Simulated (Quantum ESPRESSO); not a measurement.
# Dipole at the next field: Cl-GaAs-Cl chair, 1 layer

Method. Quantum ESPRESSO 7.5, RPBE, GBRV ultrasoft, PBE files; sawtooth field along the normal with dipole correction, ions clamped, threshold 1e-9 Ry; cell area 15.173 Å².

| field (V/Å) | dipole (e Å a cell) |
| --- | --- |
| 0 | −0.07880 |
| 0.1 | −0.03100 |
| 0.2 | 0.01678 |

To predict: What is the dipole at −0.2 V/Å, and what electrostatic thickness 4πα/A follows from the rows?

By hand: The slope is (0.01678 − (−0.07880))/0.2 = 0.4779 e Å²/V, so 4πα/A = 180.95 × 0.4779/15.173 = 5.70 Å. Linear response gives p = −0.07880 + 0.4779 × (−0.2) = −0.17438 e Å; a parabola through the three rows gives −0.17446.

**The withheld run.** p = −0.17438 e Å. The line misses by 0.0 % of the induced dipole and the parabola by 0.1 %. The response is linear over this range.

Caveats: Electrons alone respond; local and semilocal functionals tend to overscreen.
